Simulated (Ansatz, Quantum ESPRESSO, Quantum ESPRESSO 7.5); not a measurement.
**Band edges of 1T-SiSTe, 1 layer under strain**

Aim: band edges, gap and stiffness of 1T-SiSTe, 1 layer under biaxial strain.

Program: Quantum ESPRESSO 7.5. Level of theory: plane-wave DFT, PBE, GBRV ultrasoft pseudopotentials (geometry by Ansatz 0.2.0 with PAW datasets; geometry under PBE). Results are calculated unless marked as measured.

This is a report of a sequence of runs, with most program output left out.

**1. Starting point**

The cell holds 3 atoms: 1 Te, 1 Si and 1 S. Cell: a = 3.361 Å, b = 3.361 Å, c = 17.305 Å, α = 90.0°, β = 90.0°, γ = 120.0°. It derives from SiSTe. Vacuum lies along c.

This sheet is a model structure: its symmetry is held, and its stability is not tested here.

**2. Relaxation with Ansatz**

The geometry comes first, from a plane-wave PAW code, so that the later runs on this slab share one structure.

input.yaml reads:

```yaml
crystal:
  lattice:
    - [3.3612985, 0.0, 0.0]
    - [-1.68064925, 2.9109698907, 0.0]
    - [0.0, 0.0, 17.3047788486]
  atoms:
    - { symbol: Te, position: [0.6666666667, 0.3333333333, 0.43340629] }
    - { symbol: Si, position: [0.0, 0.0, 0.5149069939] }
    - { symbol: S, position: [0.3333333333, 0.6666666667, 0.56659371] }
kpoints:
  mp_grid: { grid: [12, 12, 1] }
hamiltonian:
  xc: pbe
scf:
  occupations: { method: fermi_dirac, width: 0.05 }
  convergence: { dr2_threshold: 1.0e-08 }
efield:
  axis: 3
  dipole_correction: true
  ramp_position: 0.97
  ramp_width: 0.04
relax:
  f_tol: 0.01
  cell: { fix: [c, alpha, beta] }
output:
  write_potential: true
  write_density: true
  volumetric_format: npy
```

The run is started by

```sh
$ ansatz run input.yaml --threads 2 --pin off --max-ram 4096MiB --backend cpu --events-out ev --progress --plain --runs-dir out
```

It took 21 s on 2 threads of Arm Neoverse V1, shared host; peak memory 0.41 GiB; 40 s of CPU time.

Step by step:

```tsv
step	energy less that of the first step (eV)	largest force component (eV/Å)	pressure (GPa)	volume (Å³)
1	0.0000	6.0750	13.23	169.32
2	-1.8465	3.0851	5.80	173.84
3	-2.3472	0.3059	2.33	172.04
4	-2.4734	0.1777	0.36	185.11
5	-2.4762	0.0697	0.08	186.19
6	-2.4765	0.0379	0.00	186.40
7	-2.4766	0.0016	0.00	186.29
8*	-2.4777	0.0015	0.00	186.29
```

Relaxation steps marked * repeat the geometry before them on a plane-wave basis chosen anew for their cell, so energy and pressure can jump there.

```tsv
cell as run	before	after	change
a (Å)	3.361	3.526	+4.9 %
b (Å)	3.361	3.526	+4.9 %
```

The atoms that moved most (Å, along periodic axes as changes of fractional coordinates times the final cell, across vacuum about the mean position):

```tsv
atom	dx	dy	dz	length
Te1	0.000	0.000	-0.358	0.358
S3	0.000	0.000	0.355	0.355
```

The relaxed structure:

```
Te Si S
1.0
     3.52573    0.00000    0.00000
    -1.76286    3.05337    0.00000
     0.00000    0.00000   17.30478
Te Si S
1 1 1
Direct
  0.66667 0.33333 0.41273
  0.00000 0.00000 0.51508
  0.33333 0.66667 0.58710
```

Numbers from this step:

```
free energy                     : -8518.1772 eV
energy at zero smearing         : -8518.1723 eV
smearing term TS                : 0.009708 eV
Fermi energy                    : 0.09088 eV
symmetry operations             : 6
work function of the upper face : 5.103 eV
work function of the lower face : 4.416 eV
dipole along the normal         : -0.04083 e·Å
```

**3. The script**

Under ESM bc1 levels count from the vacuum, or from the mean of the two vacuum levels where the sheet has a dipole, so band edges at unlike strains can be compared.

Level of this step: plane-wave DFT, PBE, GBRV ultrasoft pseudopotentials (Quantum ESPRESSO 7.5).

run.py reads:

```python
import json
import numpy as np
from ase import Atoms
from ase.calculators.espresso import Espresso, EspressoProfile

profile = EspressoProfile(command='mpirun -n 2 pw.x -nk 2', pseudo_dir='../pseudo')
pseudopotentials = {'S': 's_pbe_v1.4.uspp.F.UPF', 'Si': 'si_pbe_v1.uspp.F.UPF', 'Te': 'te_pbe_v1.uspp.F.UPF'}
system = {'ecutwfc': 40, 'ecutrho': 200, 'occupations': 'smearing', 'smearing': 'fd', 'degauss': 0.002}


def calculator(name, kpts, **extra):
    data = dict(control=dict(tprnfor=True, verbosity='high', disk_io='none'),
                system=system | extra,
                electrons=dict(conv_thr=1e-09, mixing_beta=0.4, mixing_mode='plain',
                               electron_maxstep=100))
    return Espresso(profile=profile, directory=name, pseudopotentials=pseudopotentials, kpts=kpts, input_data=data)


def centre(atoms):
    z = atoms.positions[:, 2]
    atoms.positions[:, 2] -= (z.max() + z.min()) / 2  # ESM wants the slab about z = 0
    return atoms

sheet = Atoms(
    ['Te', 'Si', 'S'],
    scaled_positions=[
        [0.6666666667, 0.3333333333, 0.4127292722],
        [0.0000000000, 0.0000000000, 0.5150801204],
        [0.3333333333, 0.6666666667, 0.5870976013]],
    cell=[
        [3.525725574354, 0.000000000000, 0.000000000000],
        [-1.762862787177, 3.053367914163, 0.000000000000],
        [0.000000000000, 0.000000000000, 17.304778848600]],
    pbc=True)

rows = []
for strain in [-0.03, -0.015, 0.0, 0.015, 0.03]:
    atoms = sheet.copy()
    atoms.set_cell(sheet.cell.array * [[1 + strain], [1 + strain], [1]], scale_atoms=True)
    atoms = centre(atoms)
    atoms.calc = calculator(f's{strain:+.3f}', (12, 12, 1), assume_isolated='esm', esm_bc='bc1', nbnd=12)
    energy = atoms.get_potential_energy()
    levels = np.array([atoms.calc.get_eigenvalues(kpt=i) for i in range(len(atoms.calc.get_ibz_k_points()))])
    top, bottom = levels[:, 7].max(), levels[:, 8].min()
    direct = (levels[:, 8] - levels[:, 7]).min()
    rows.append([strain, energy, top, bottom, direct])
    print(f'strain {strain:+.3f}: E = {energy:.5f} eV, valence top {top:.3f}, conduction bottom {bottom:.3f}, '
          f'gap {bottom - top:.3f}, least direct gap {direct:.3f} eV')

x, energy, top, bottom, direct = np.array(rows).T
area = np.linalg.norm(np.cross(*sheet.cell[:2]))
stiffness = np.polyfit(x, energy, 2)[0] / area * 16.0218  # C11 + C12, heights clamped
print(f'valence and conduction edges move by {np.polyfit(x, top, 1)[0]:.2f} and {np.polyfit(x, bottom, 1)[0]:.2f} eV per unit biaxial strain')
print(f'C11 + C12 with clamped heights: {stiffness:.1f} N/m')
json.dump(dict(rows=rows, stiffness=stiffness), open('result.json', 'w'))
```

The run is started by

```sh
$ OMP_NUM_THREADS=1 python run.py
```

Elapsed: 3.3 min, on 2 MPI ranks; peak memory 0.39 GiB.

Read from the output:

| Item | Value |
| --- | --- |
| biaxial stiffness | 125.0 N/m |

Table of band edge from the vacuum level by biaxial strain:

```tsv
biaxial strain (%)	valence top (eV)	conduction bottom (eV)
-3.00	-3.74	-5.21
-1.50	-4.00	-5.32
0.00	-4.24	-5.41
1.50	-4.46	-5.50
3.00	-4.65	-5.58
```

Gap against biaxial strain:

```tsv
biaxial strain (%)	on the mesh (eV)	least direct (eV)
-3.00	-1.47	0.110
-1.50	-1.31	0.134
0.00	-1.17	0.154
1.50	-1.05	0.166
3.00	-0.935	0.172
```

Table of energy over the lowest by biaxial strain:

```tsv
biaxial strain (%)	energy over the lowest (meV)
-3.00	85.1
-1.50	20.9
0.00	0
1.50	16.8
3.00	66.0
```

**4. The script: LDA, GBRV ultrasoft**

Level of this step: plane-wave DFT, LDA, GBRV ultrasoft pseudopotentials (Quantum ESPRESSO 7.5).

run.py is the input of step 3 with these lines changed:

```diff
@@ -6,3 +6,3 @@
 profile = EspressoProfile(command='mpirun -n 2 pw.x -nk 2', pseudo_dir='../pseudo')
-pseudopotentials = {'S': 's_pbe_v1.4.uspp.F.UPF', 'Si': 'si_pbe_v1.uspp.F.UPF', 'Te': 'te_pbe_v1.uspp.F.UPF'}
+pseudopotentials = {'S': 's_lda_v1.4.uspp.F.UPF', 'Si': 'si_lda_v1.uspp.F.UPF', 'Te': 'te_lda_v1.uspp.F.UPF'}
 system = {'ecutwfc': 40, 'ecutrho': 200, 'occupations': 'smearing', 'smearing': 'fd', 'degauss': 0.002}
```

The run is started by

```sh
$ OMP_NUM_THREADS=1 python run.py
```

The job ended after 3.4 min (2 MPI ranks; peak memory 0.37 GiB; 6.7 min of CPU time).

This step gave:

- biaxial stiffness: 119.1 N/m

Table of band edge from the vacuum level by biaxial strain:

```tsv
biaxial strain (%)	valence top (eV)	conduction bottom (eV)
-3.00	-4.03	-5.51
-1.50	-4.28	-5.62
0.00	-4.52	-5.72
1.50	-4.73	-5.81
3.00	-4.92	-5.89
```

Table of gap by biaxial strain:

```tsv
biaxial strain (%)	on the mesh (eV)	least direct (eV)
-3.00	-1.49	0.0678
-1.50	-1.34	0.0874
0.00	-1.20	0.105
1.50	-1.08	0.118
3.00	-0.969	0.120
```

Table of energy over the lowest by biaxial strain:

```tsv
biaxial strain (%)	energy over the lowest (meV)
-3.00	10.3
-1.50	0
0.00	31.0
1.50	98.0
3.00	196
```

**5. A check by hand**

Under equal strain ε in the plane, E = A (C11 + C12) ε². From the points at ±1.5 %: d²E/dε² = (20.90 + 16.78 − 2 × 0.00) meV / 0.015² = 167 eV, and 167/(2 × 10.765 Å²) × 16.02 = 125 N/m.

**6. Results**

```json
{
 "C11 + C12, heights clamped, PBE, GBRV ultrasoft": "125 N/m",
 "C11 + C12, heights clamped, LDA, GBRV ultrasoft": "119 N/m"
}
```

The sheet's biaxial stiffness comes to 125 N/m (PBE, GBRV ultrasoft). The bands overlap at every strain: the sheet is a metal, and edges by band count are no gaps. Heights are clamped under strain, which makes a sheet with several atomic planes too stiff. Zero strain is the PBE cell; under LDA the energy is lowest near -2.0 %, so its stiffness is taken away from its own minimum. Semilocal gaps are too small. The sheet carries a dipole, so the two faces have unlike vacuum levels and the zero lies between them. Spin-orbit coupling is left out; depending on the atoms that carry the levels of interest, it can split and shift them by tens to hundreds of meV.

[Logs are printed without paths, hosts, clocks, repeated set-up lines and the standing remarks that a program may print on its own settings, such as how far it seeks lower states.]

[Hosts, paths, dates, database ids (printed as entryN), source tags and the programs' standing remarks are cut or masked in the printed files.]

[Maps of the electrostatic potential energy from Ansatz leave out the sawtooth potential of an applied field or a dipole correction, so their vacuum need not be flat; planar profiles and work functions include it.]
